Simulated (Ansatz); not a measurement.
In doubt: masses and optical values from hybrid runs of this build are listed as unsure (in some of the runs), which bears on the screening that GW takes from such a start.

Consider LiNbO3 (R3c).

It takes space group R3c (No. 161, trigonal). The conventional cell has a = 5.152 Å, b = 5.152 Å, c = 13.869 Å, α = 90.00°, β = 90.00°, γ = 120.00°. Li has 6 O at 2.07 to 2.24 Å nearest. Nearest to Nb lie 6 O at 1.88 to 2.13 Å. O has 2 Nb at 1.88 to 2.13 Å and 2 Li at 2.07 to 2.24 Å nearest. Farther neighbours and most contacts between anions are not listed.

```yaml
crystal:
  lattice:
    - [2.57580, 1.48714, 4.62300]
    - [-2.57580, 1.48714, 4.62300]
    - [0.00000, -2.97428, 4.62300]
  atoms:
    - { symbol: Li, position: [0.28150, 0.28150, 0.28150] }
    - { symbol: Li, position: [0.78150, 0.78150, 0.78150] }
    - { symbol: Nb, position: [0.00006, 0.00006, 0.00006] }
    - { symbol: Nb, position: [0.50006, 0.50006, 0.50006] }
    - { symbol: O, position: [0.11231, 0.35836, 0.71959] }
    - { symbol: O, position: [0.71959, 0.11231, 0.35836] }
    - { symbol: O, position: [0.35836, 0.71959, 0.11231] }
    - { symbol: O, position: [0.21959, 0.85836, 0.61231] }
    - { symbol: O, position: [0.85836, 0.61231, 0.21959] }
    - { symbol: O, position: [0.61231, 0.21959, 0.85836] }
```

The cell and positions come from the Crystallography Open Database and are kept as given unless a step says otherwise.

Gaps computed with Ansatz 0.2.0 without a self-energy: HSE06 5.03 eV.

**Question.** What gap should G0W0 on HSE06 give (4×4×4 mesh, 631 empty bands, screening to 190 eV, hard PAW files)?

About 5.64 eV: on its mesh the run moves the gap from 5.06 eV by +0.61 eV, and the mesh misses the edges by 0.03 eV. Bands and cutoff are finite, so the gap is not at the basis limit. The miss can reach some tenths of an eV and take either sign; the mesh is an error of its own. The many-body steps are scalar-relativistic: spin-orbit coupling is not in them.

[Paths, hosts, dates, memory and timing lines, banners, echoed tables and standing remarks are left out of the program output.]

[Logs are printed without paths, hosts, clocks, repeated set-up lines and the standing remarks that a program may print on its own settings, such as how far it seeks lower states.]

[Runs of the session that timed out or met a known fault of the program may be left out.]

[Cells called generated may have been cut or substituted from an entry of the Crystallography Open Database or the Materials Project.]

[Hosts, paths, dates, database ids (printed as entryN), source tags and the programs' standing remarks are cut or masked in the printed files.]
